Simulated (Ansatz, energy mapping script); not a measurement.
**VCl2O monolayer: J from the energies of magnetic orders**

Aim: the exchange couplings of VCl2O monolayer from the energies of a few collinear orders, and the ordering temperature that they give.

Method: LDA with U = 2.88 eV on V d, ortho-atomic projectors; plane waves, U on orthogonalised atomic orbitals unless named otherwise, collinear spin, no spin–orbit coupling, in Ansatz 0.2.0.

## Step 1: The starting structure

The cell holds 4 atoms: 1 V, 2 Cl and 1 O. Its edges and angles: a = 3.642 Å, b = 3.518 Å, c = 18.329 Å, α = 90.0°, β = 90.0°, γ = 90.0°. It derives from VCl2O. one layer cut from the bulk crystal, unrelaxed, 15 A of vacuum. Vacuum lies along c.

The cell comes from a database of computed structures, and need not be the one that the compound takes in experiment.

The U corrects the self-interaction that lets semilocal functionals spread d and f electrons too far. Its value here is typed, not computed.

## Step 2: One set of occupation matrices for all orders

A corrected shell can settle in several orbital fillings. One parallel run, with an occupation width a fifth wider than the orders use, therefore is to supply the occupation matrices. All orders start from them.

File input.yaml:

```yaml
crystal:
  lattice:
    - [3.64216, 0.0, 0.0]
    - [0.0, 3.517888, 0.0]
    - [0.0, 0.0, 18.329395]
  atoms:
    - { symbol: V, position: [0.5, 0.0, 0.5], spin: 2.0 }
    - { symbol: Cl, position: [0.5, 0.5, 0.409179] }
    - { symbol: Cl, position: [0.5, 0.5, 0.590821] }
    - { symbol: O, position: [0.0, 0.0, 0.5] }
magnetization:
  spin_polarized: true
kpoints:
  mp_grid: { grid: [8, 8, 1] }
hamiltonian:
  xc: lda
  hubbard:
    sites: [{ species: V, l: d, u_eff: 2.88 }]
    projectors: ortho-atomic
scf:
  occupations: { method: fermi_dirac, width: 0.06 }
output:
  eigenvalues: true
```

Command:

```sh
$ ansatz run input.yaml --threads 4 --pin off --max-ram 8192MiB --backend cpu --events-out ev --progress --plain --runs-dir out
```

Numbers of over 12 decimals in the logs are rounded to 6 here.

Output:

```text
Engine: ansatz 0.2.0, aarch64-unknown-linux-gnu
Pseudopotentials: kind: paw
Pseudopotential: V, paw, valence charge 13, recommended cutoff 420 eV (normal), V.paw.azcp
Pseudopotential: Cl, paw, valence charge 7, recommended cutoff 420 eV (normal), Cl.paw.azcp
Pseudopotential: O, paw, valence charge 6, recommended cutoff 420 eV (normal), O.paw.azcp
Functional definition: SPW92
  exchange = slater_x
  correlation = pw_c
Crystal: 4 atoms, lattice volume = 234.849 Å³
Basis set: ecut = 420 eV, 4567 PW (Γ)
Bands: 22, of which v1, the nominal top of the filled ones, is band 17 counted from 1 (16 counted from 0)
Symmetry: 8 space group operations
Space group: Pmmm (ITA 47), of the structure as read, at distance tolerance 6.2e-5 Å
Magnetic group: BNS 47.249 (UNI 347), of the structure as read, at distance tolerance 6.2e-5 Å
k-points: 25 of 64
Non-local potential: V, projectors of the file, l = 0: 3, l = 1: 2, l = 2: 3, l = 3: 1
Non-local potential: Cl, projectors of the file, l = 0: 2, l = 1: 2, l = 2: 2
Non-local potential: O, projectors of the file, l = 0: 2, l = 1: 2, l = 2: 1
PAW form: soft (Blöchl's): semilocal exchange-correlation on the pseudo side does not see the compensation charge
PAW frozen core: V, regenerated for the run's functional, and the local potential with it (the file was generated under x = pbe(κ = 0.804, μ = 0.219515), c = pbe(β = 0.066725))
PAW frozen core: Cl, regenerated for the run's functional, and the local potential with it (the file was generated under x = pbe(κ = 0.804, μ = 0.219515), c = pbe(β = 0.066725))
PAW frozen core: O, regenerated for the run's functional, and the local potential with it (the file was generated under x = pbe(κ = 0.804, μ = 0.219515), c = pbe(β = 0.066725))
PAW one-centre angular grid: V, 590 points (default); XC on 64 Gauss nodes
PAW one-centre angular grid: Cl, 110 points (default); XC on 64 Gauss nodes
PAW one-centre angular grid: O, 110 points (default); XC on 64 Gauss nodes
Initial density: superposition of atomic densities (neutral atoms: chi_scale 0, normalization atom)
Starting moments: Σ|m| = 2 μB on 1 of 4 sites
Initial wavefunctions: pseudopotential atomic-orbital guess
Functional: x = slater, c = lda
SCF iter   1: F=—  HF=-5507.101951 eV  |F-HF|=—  |Δ(HF+E_count)|=         —  Δρ=4.85e-2 (↑4.85e-2 ↓3.22e-2)  dr2=1.40e1  dr2_m=7.93e-1  M=1.000 μB ∫|m|=1.439 μB  β_m=0.30  ethr=3.10e-3  ⟨swp⟩=8.2  Hψ=6053  notcnv=0
preconditioner: auto → none  [metal: Δε(μ)=0.054 eV  Ē_g=9.669 eV  σ=0.060 eV  W_gap=0.21  n_scr=30 (ndim 8)  ℏωp=11.6 eV  f_vac=0.650  D(μ)=2.55/eV (n_scr^D=8)  sad-step TF]
[...]
Mixer restart at iter 17: flushing history
SCF iter  18: F=-5504.862809 eV  HF=-5504.862810 eV  |F-HF|=4.64e-7  |Δ(HF+E_count)|=   7.10e-8  Δρ=8.23e-6 (↑8.23e-6 ↓6.17e-6)  dr2=5.02e-7  dr2_m=2.77e-9  M=1.000 μB ∫|m|=1.469 μB  β_m=1.00  ethr=1.68e-11  ⟨swp⟩=3.0  Hψ=2465  notcnv=0  κ⁻¹=1.0e0(r=1)
iter 19 met the thresholds in force, and the SCF goes on: an eigenvalue changes by 8.40 meV, over its tolerance of 1.00 meV (output.eigenvalues, Limitations)
SCF iter  19: F=-5504.862810 eV  HF=-5504.862810 eV  |F-HF|=2.44e-8  |Δ(HF+E_count)|=   7.03e-8  Δρ=1.36e-6 (↑1.36e-6 ↓9.98e-7)  dr2=2.60e-8  dr2_m=9.61e-11  M=1.000 μB ∫|m|=1.469 μB  β_m=1.00  ethr=1.68e-11  ⟨swp⟩=1.0  Hψ=3527  notcnv=0  κ⁻¹=1.5e-2(r=2)
SCF iter  20: F=-5504.862810 eV  HF=-5504.862810 eV  |F-HF|=1.09e-11  |Δ(HF+E_count)|=   3.97e-9  Δρ=1.12e-7 (↑1.12e-7 ↓3.52e-8)  dr2=2.54e-11  dr2_m=1.04e-11  M=1.000 μB ∫|m|=1.469 μB  ethr=1.68e-11  ⟨swp⟩=1.0  Hψ=2948  notcnv=0
SCF 1 converged in 20 iterations: F = -5504.862810 eV  dr2 = 2.54e-11
[...]
SCF converged after 20 iterations
an eigenvalue changed by more than its tolerance at an iteration that met the thresholds in force, so the SCF went on 3 times, its first undamped step at iteration 17: the last check found none over its tolerance
Magnetization: 1.0000 μB (17.0000 up, 16.0000 down)
Absolute magnetization: 1.4688 μB (∫|ρ↑−ρ↓|, with the PAW one-centre terms)
Spin contamination: 0.0351 ħ² per cell (⟨S²⟩ above its minimum at these occupations)
Per-site moments (μB) at R_I (Å): [(0.859232, 0.7511955), (-0.033226, 0.998990), (-0.033226, 0.998990), (-0.128042, 0.7511955)]
Free energy (F): -5504.862810 eV
Harris-Foulkes:  -5504.862810 eV  (|F-HF|=1.09e-11)
Internal energy: -5504.862744 eV  (E = F + TS)
E sigma→0 (E₀):  -5504.862777 eV
Entropy (-TS):   -0.000066 eV (-0.016 meV/atom)
Fermi energy:    -3.645301 eV
--- Per-component energies (eV) ---
  E_band       = -617.934063
  E_kinetic    = 824.346177
  E_local      = -16551.259912  (includes V_loc(G=0)·N_el)
  E_nonlocal   = 65.329269
  E_hartree    = 7882.844987
  E_xc         = -410.148697
  E_vxc        = -496.403535  (∫ρ·V_xc dr)
  E_hubbard    = 2.399541  (on-site DFT+U / exact-exchange correction)
  E_vhub       = 0.014439  (the Hubbard potential's part of the band-sum identity)
  E_paw        = -2455.451811  (= ΣΔE_a)
  E_vpaw       = -225.653024  (= ΣTr[D̂ρ^β])
  E_aug_tail   = 0.002894  (compensation charges beyond the density's cutoff)
  E_ewald      = 5136.250753
  E_core_change = 0.824055  (= ΣΔE_core)
  E_smearing   = -0.000066  (= −TS)
  E_closure    = 0.000000  (closes the sum)
  Σ components = -5504.862810   (vs F -5504.862810, Δ=0.00e0)
--- Band table (eV; the first three rows and the last of 50) ---
  k-point 0 ↑: bands = [... 13 lower, -5.0150, -4.8816, -4.3606, -4.2591, -3.1717, -2.4936, -1.1874, -1.0429, ... 1 higher]
  k-point 1 ↑: bands = [... 13 lower, -5.0213, -4.7038, -4.4158, -4.2206, -3.0491, -2.5757, -1.2413, -1.1292, ... 1 higher]
  k-point 2 ↑: bands = [... 13 lower, -4.7945, -4.7449, -4.5375, -4.1590, -2.8157, -2.8060, -1.3757, -1.1092, ... 1 higher]
  k-point 24 ↓: bands = [... 13 lower, -5.8588, -5.5950, -4.6070, -0.5025, -0.1976, -0.1786, -0.1231, 1.4103, ... 1 higher]
Occupation matrices written to <dir>
```

The job ended after 8.3 s (4 threads of Arm Neoverse V2, shared host; peak memory 0.64 GiB).

Read from the output:

| Item | Value |
| --- | --- |
| final state | ferromagnetic |
| electrons in the corrected shells | 3.323 e |
| largest moment | 0.859 μB |

## Step 3: Parallel start in cell A (8 atoms)

The parallel order is the zero of energy for this cell and mesh.

File input.yaml:

```yaml
crystal:
  lattice:
    - [3.64216, 3.517888, 0.0]
    - [0.0, 7.035776, 0.0]
    - [0.0, 0.0, 18.329395]
  atoms:
    - { symbol: V, position: [0.5, 0.75, 0.5], spin: 2.0 }
    - { symbol: V, position: [0.5, 0.25, 0.5], spin: 2.0 }
    - { symbol: Cl, position: [0.5, 0.0, 0.409179] }
    - { symbol: Cl, position: [0.5, 0.5, 0.409179] }
    - { symbol: Cl, position: [0.5, 0.0, 0.590821] }
    - { symbol: Cl, position: [0.5, 0.5, 0.590821] }
    - { symbol: O, position: [0.0, 0.0, 0.5] }
    - { symbol: O, position: [0.0, 0.5, 0.5] }
magnetization:
  spin_polarized: true
kpoints:
  mp_grid: { grid: [8, 8, 1] }
hamiltonian:
  xc: lda
  hubbard:
    sites:
      - { species: V, l: d, u_eff: 2.88 }
      - { site: 0, l: d, u_eff: 2.88, starting_ns: [{ spin: up, occupation_matrix: v1_major }, { spin: down, occupation_matrix: v1_minor }] }
      - { site: 1, l: d, u_eff: 2.88, starting_ns: [{ spin: up, occupation_matrix: v1_major }, { spin: down, occupation_matrix: v1_minor }] }
    projectors: ortho-atomic
    occupation_matrices:
      v1_major:
        matrix:
          - [0.842, 0.0, 0.0, 0.265, 0.0]
          - [0.0, 0.288, 0.0, 0.0, 0.0]
          - [0.0, 0.0, 0.327, 0.0, 0.0]
          - [0.265, 0.0, 0.0, 0.522, 0.0]
          - [0.0, 0.0, 0.0, 0.0, 0.295]
      v1_minor:
        matrix:
          - [0.12, 0.0, 0.0, -0.108, 0.0]
          - [0.0, 0.2, 0.0, 0.0, 0.0]
          - [0.0, 0.0, 0.263, 0.0, 0.0]
          - [-0.108, 0.0, 0.0, 0.261, 0.0]
          - [0.0, 0.0, 0.0, 0.0, 0.204]
scf:
  occupations: { method: fermi_dirac, width: 0.05 }
output:
  eigenvalues: true
```

Output:

```text
[...]
Crystal: 8 atoms, lattice volume = 469.698 Å³
Basis set: ecut = 420 eV, 9179 PW (Γ)
Bands: 43, of which v1, the nominal top of the filled ones, is band 33 counted from 1 (32 counted from 0)
Symmetry: 16 space group operations
[...]
k-points: 21 of 64
[...]
Starting moments: Σ|m| = 4 μB on 2 of 8 sites
[...]
SCF iter   1: F=—  HF=-11015.248931 eV  |F-HF|=—  |Δ(HF+E_count)|=         —  Δρ=5.29e-2 (↑5.29e-2 ↓3.13e-2)  dr2=2.76e1  dr2_m=2.12e0  M=2.000 μB ∫|m|=2.541 μB  β_m=0.30  ethr=3.10e-3  ⟨swp⟩=8.4  Hψ=7907  notcnv=0
[...]
spin=Collinear: Resta preconditioning applied to the charge; magnetization (m = ρ↑ − ρ↓) channel mixes plain (no charge-response kernel on spin).
SCF iter   2: F=—  HF=-11010.076850 eV  |F-HF|=—  |Δ(HF+E_count)|=    5.17e0  Δρ=1.89e-2 (↑1.64e-2 ↓1.89e-2)  dr2=4.21e0  dr2_m=4.73e-1  M=2.022 μB ∫|m|=3.558 μB  β_m=0.30  ethr=3.10e-3  ⟨swp⟩=3.3  Hψ=5051  notcnv=0  defer=68
[...]
SCF iter  18: F=-11009.725997 eV  HF=-11009.725997 eV  |F-HF|=1.26e-10  |Δ(HF+E_count)|=   4.27e-9  Δρ=3.33e-7 (↑2.58e-7 ↓3.33e-7)  dr2=5.64e-10  dr2_m=2.35e-10  M=2.000 μB ∫|m|=2.940 μB  ethr=3.37e-12  ⟨swp⟩=1.5  Hψ=5355  notcnv=0
SCF 1 converged in 18 iterations: F = -11009.725997 eV  dr2 = 5.64e-10
[...]
SCF converged after 18 iterations
Magnetization: 2.0000 μB (34.0000 up, 32.0000 down)
Absolute magnetization: 2.9396 μB (∫|ρ↑−ρ↓|, with the PAW one-centre terms)
[...]
Per-site moments (μB) at R_I (Å): [(0.859512, 0.7511955), (0.859512, 0.7511955), (-0.033210, 0.998990), (-0.033210, 0.998990), (-0.033210, 0.998990), (-0.033210, 0.998990), (-0.128433, 0.7511955), (-0.128433, 0.7511955)]
Free energy (F): -11009.725997 eV
[...]
Internal energy: -11009.725976 eV  (E = F + TS)
E sigma→0 (E₀):  -11009.725987 eV
Entropy (-TS):   -0.000021 eV (-0.003 meV/atom)
Fermi energy:    -3.642741 eV
[...]
--- Specified on-site occupations, and those of the state reported ---
  electrons in the specified blocks: 6.6440 specified, 6.6455 found
  site 1 (l=d) ↑: largest change of an orbital's occupation 0.0006; electrons 2.2740 specified, 2.2757 found; spectral distance 0.0008
[...]
site 0 (l=d) ↓: largest change of an orbital's occupation 0.0005; electrons 1.0480 specified, 1.0471 found; spectral distance 0.0009
[...]
--- Band table (eV; the first three rows and the last of 42) ---
  k-point 0 ↑: bands = [... 29 lower, -4.8818, -4.6973, -4.5689, -4.3608, -4.2592, -3.1720, -2.4939, -1.1874, ... 6 higher]
  k-point 1 ↑: bands = [... 29 lower, -4.6534, -4.6012, -4.5659, -4.4994, -4.3017, -2.9914, -2.4928, -1.1020, ... 6 higher]
  k-point 2 ↑: bands = [... 29 lower, -4.7305, -4.6595, -4.4674, -4.3060, -4.2720, -2.6373, -2.4300, -1.2285, ... 6 higher]
  k-point 20 ↓: bands = [... 29 lower, -4.8204, -4.6630, -4.3461, -2.2797, -1.7592, -1.2820, -0.8686, -0.3226, ... 6 higher]
Occupation matrices written to <dir>
```

It took 30 s on 4 threads; peak memory 1.3 GiB.

Spin moment in the sphere by atom:

```csv
atom,spin moment in the sphere (μB)
V1,0.860
V2,0.860
Cl3,-0.033
Cl4,-0.033
Cl5,-0.033
Cl6,-0.033
O7,-0.128
O8,-0.128
```

The run ends ferromagnetic.

## Step 4: Compensated +− start in cell A (8 atoms)

This order reverses 2 of the 2 neighbours at 3.52 Å, 2 of the 2 neighbours at 3.64 Å and 0 of the 4 neighbours at 5.06 Å, counted for an average magnetic atom.

Edit input.yaml of step 3 so:

```diff
@@ -7,3 +7,3 @@
     - { symbol: V, position: [0.5, 0.75, 0.5], spin: 2.0 }
-    - { symbol: V, position: [0.5, 0.25, 0.5], spin: 2.0 }
+    - { symbol: V, position: [0.5, 0.25, 0.5], spin: -2.0 }
     - { symbol: Cl, position: [0.5, 0.0, 0.409179] }
@@ -24,3 +24,3 @@
       - { site: 0, l: d, u_eff: 2.88, starting_ns: [{ spin: up, occupation_matrix: v1_major }, { spin: down, occupation_matrix: v1_minor }] }
-      - { site: 1, l: d, u_eff: 2.88, starting_ns: [{ spin: up, occupation_matrix: v1_major }, { spin: down, occupation_matrix: v1_minor }] }
+      - { site: 1, l: d, u_eff: 2.88, starting_ns: [{ spin: up, occupation_matrix: v1_minor }, { spin: down, occupation_matrix: v1_major }] }
     projectors: ortho-atomic
```

Output:

```text
[...]
Crystal: 8 atoms, lattice volume = 469.698 Å³
Basis set: ecut = 420 eV, 9179 PW (Γ)
Bands: 43, of which v1, the nominal top of the filled ones, is band 33 counted from 1 (32 counted from 0)
Symmetry: 8 space group operations
[...]
k-points: 21 of 64
[...]
Starting moments: Σ|m| = 4 μB on 2 of 8 sites
Starting magnetic order: antiferromagnet; a translation exchanges its spin sublattices: spin-degenerate at every k-point
[...]
SCF iter   1: F=—  HF=-11015.268015 eV  |F-HF|=—  |Δ(HF+E_count)|=         —  Δρ=4.36e-2 (↑4.36e-2 ↓4.36e-2)  dr2=2.77e1  dr2_m=2.14e0  M=0.000 μB ∫|m|=2.402 μB  β_m=0.30  ethr=3.10e-3  ⟨swp⟩=7.9  Hψ=3931  notcnv=0  defer=1
[...]
SCF iter  17: F=-11009.717582 eV  HF=-11009.717582 eV  |F-HF|=7.64e-11  |Δ(HF+E_count)|=  5.06e-10  Δρ=1.10e-7 (↑1.10e-7 ↓1.10e-7)  dr2=1.62e-10  dr2_m=1.41e-11  M=0.000 μB ∫|m|=2.518 μB  ethr=5.94e-12  ⟨swp⟩=1.0  Hψ=2409  notcnv=0
SCF 1 converged in 17 iterations: F = -11009.717582 eV  dr2 = 1.62e-10
[...]
SCF converged after 17 iterations
Magnetization: 0.0000 μB (33.0000 up, 33.0000 down)
Absolute magnetization: 2.5146 μB (∫|ρ↑−ρ↓|, with the PAW one-centre terms)
[...]
Per-site moments (μB) at R_I (Å): [(0.815697, 0.7511955), (-0.815697, 0.7511955), (-1.6929998241351423e-17, 0.998990), (6.493666255306276e-17, 0.998990), (-3.618928414809297e-17, 0.998990), (1.4170570039988826e-17, 0.998990), (-8.799697595699643e-17, 0.7511955), (8.799697595699639e-17, 0.7511955)]
Free energy (F): -11009.717582 eV
[...]
Internal energy: -11009.717582 eV  (E = F + TS)
E sigma→0 (E₀):  -11009.717582 eV
Entropy (-TS):   -0.000000 eV (-0.000 meV/atom)
Fermi energy:    -3.476557 eV
[...]
--- Specified on-site occupations, and those of the state reported ---
  electrons in the specified blocks: 6.6440 specified, 6.6429 found
[...]
--- Band table (eV; the first three rows and the last of 42) ---
  k-point 0 ↑: bands = [... 29 lower, -4.8443, -4.5955, -4.4348, -4.2953, -2.7573, -2.1792, -1.2862, -1.0097, ... 6 higher]
  k-point 1 ↑: bands = [... 29 lower, -4.6328, -4.6005, -4.5176, -4.3632, -2.6233, -2.1756, -1.1723, -1.0617, ... 6 higher]
  k-point 2 ↑: bands = [... 29 lower, -4.7052, -4.6062, -4.3583, -4.3456, -2.3385, -2.1223, -1.1809, -0.9643, ... 6 higher]
  k-point 20 ↓: bands = [... 29 lower, -4.8043, -4.7394, -4.6559, -4.3278, -2.8695, -2.2648, -1.2961, -1.0082, ... 6 higher]
Occupation matrices written to <dir>
```

Wall time 14 s (4 threads); peak memory 1.3 GiB; 53 s of CPU time.

Spin moment in the sphere by atom:

```csv
atom,spin moment in the sphere (μB)
V1,0.816
V2,-0.816
Cl3,0.000
Cl4,0.000
Cl5,0.000
Cl6,0.000
O7,0.000
O8,0.000
```

The run ends antiferromagnetic, 4.20 meV a magnetic atom above the parallel order of its cell.

## Step 5: Order 3: parallel, cell B of 8 atoms

The parallel order again, as the reference for this cell.

This run holds the same structure in another cell (a 5.064 → 7.284 Å, b 7.036 → 3.518 Å, γ 46.0 → 90.0°).

File input.yaml:

```yaml
crystal:
  lattice:
    - [7.28432, 0.0, 0.0]
    - [0.0, 3.517888, 0.0]
    - [0.0, 0.0, 18.329395]
  atoms:
    - { symbol: V, position: [0.25, 0.0, 0.5], spin: 2.0 }
    - { symbol: V, position: [0.75, 0.0, 0.5], spin: 2.0 }
    - { symbol: Cl, position: [0.25, 0.5, 0.409179] }
    - { symbol: Cl, position: [0.75, 0.5, 0.409179] }
    - { symbol: Cl, position: [0.25, 0.5, 0.590821] }
    - { symbol: Cl, position: [0.75, 0.5, 0.590821] }
    - { symbol: O, position: [0.0, 0.0, 0.5] }
    - { symbol: O, position: [0.5, 0.0, 0.5] }
magnetization:
  spin_polarized: true
kpoints:
  mp_grid: { grid: [4, 8, 1] }
hamiltonian:
  xc: lda
  hubbard:
    sites:
      - { species: V, l: d, u_eff: 2.88 }
      - { site: 0, l: d, u_eff: 2.88, starting_ns: [{ spin: up, occupation_matrix: v1_major }, { spin: down, occupation_matrix: v1_minor }] }
      - { site: 1, l: d, u_eff: 2.88, starting_ns: [{ spin: up, occupation_matrix: v1_major }, { spin: down, occupation_matrix: v1_minor }] }
    projectors: ortho-atomic
    occupation_matrices:
      v1_major:
        matrix:
          - [0.842, 0.0, 0.0, 0.265, 0.0]
          - [0.0, 0.288, 0.0, 0.0, 0.0]
          - [0.0, 0.0, 0.327, 0.0, 0.0]
          - [0.265, 0.0, 0.0, 0.522, 0.0]
          - [0.0, 0.0, 0.0, 0.0, 0.295]
      v1_minor:
        matrix:
          - [0.12, 0.0, 0.0, -0.108, 0.0]
          - [0.0, 0.2, 0.0, 0.0, 0.0]
          - [0.0, 0.0, 0.263, 0.0, 0.0]
          - [-0.108, 0.0, 0.0, 0.261, 0.0]
          - [0.0, 0.0, 0.0, 0.0, 0.204]
scf:
  occupations: { method: fermi_dirac, width: 0.05 }
output:
  eigenvalues: true
```

Output:

```text
[...]
Crystal: 8 atoms, lattice volume = 469.698 Å³
Basis set: ecut = 420 eV, 9139 PW (Γ)
Bands: 43, of which v1, the nominal top of the filled ones, is band 33 counted from 1 (32 counted from 0)
Symmetry: 16 space group operations
[...]
k-points: 15 of 32
[...]
Starting moments: Σ|m| = 4 μB on 2 of 8 sites
[...]
k-point 1 ↑: bands = [... 29 lower, -4.7300, -4.7038, -4.5113, -4.4158, -4.2207, -3.0492, -2.5756, -1.2413, ... 6 higher]
  k-point 2 ↑: bands = [... 29 lower, -4.7945, -4.7449, -4.5375, -4.3726, -4.1591, -2.8158, -2.8059, -1.3757, ... 6 higher]
  k-point 14 ↓: bands = [... 29 lower, -5.0159, -4.2983, -4.2983, -1.0802, -1.0802, -1.0728, -1.0728, -0.5591, ... 6 higher]
Occupation matrices written to <dir>
[key lines of the parts left out:]
SCF converged after 18 iterations
Magnetization: 2.0000 μB (34.0000 up, 32.0000 down)
Free energy (F): -11009.725607 eV
Fermi energy:    -3.658560 eV
```

It took 18 s on 4 threads; peak memory 1.1 GiB.

The run ends ferromagnetic. For each magnetic atom its energy differs from the parallel run of the first cell by 0.20 meV, an error that one common reference would have brought in.

(Part 1 of 2 ends here.)

[Logs and program files are shortened in this print: banners, set-up blocks, solver, clock and traceback lines can be left out without a mark of their own.]

[Logs are printed without paths, hosts, clocks, repeated set-up lines and the standing remarks that a program may print on its own settings, such as how far it seeks lower states.]

[Hosts, paths, dates, database ids (printed as entryN), source tags and the programs' standing remarks are cut or masked in the printed files.]

[Where a cell is said to come from a database of computed structures, the database is the Materials Project.]
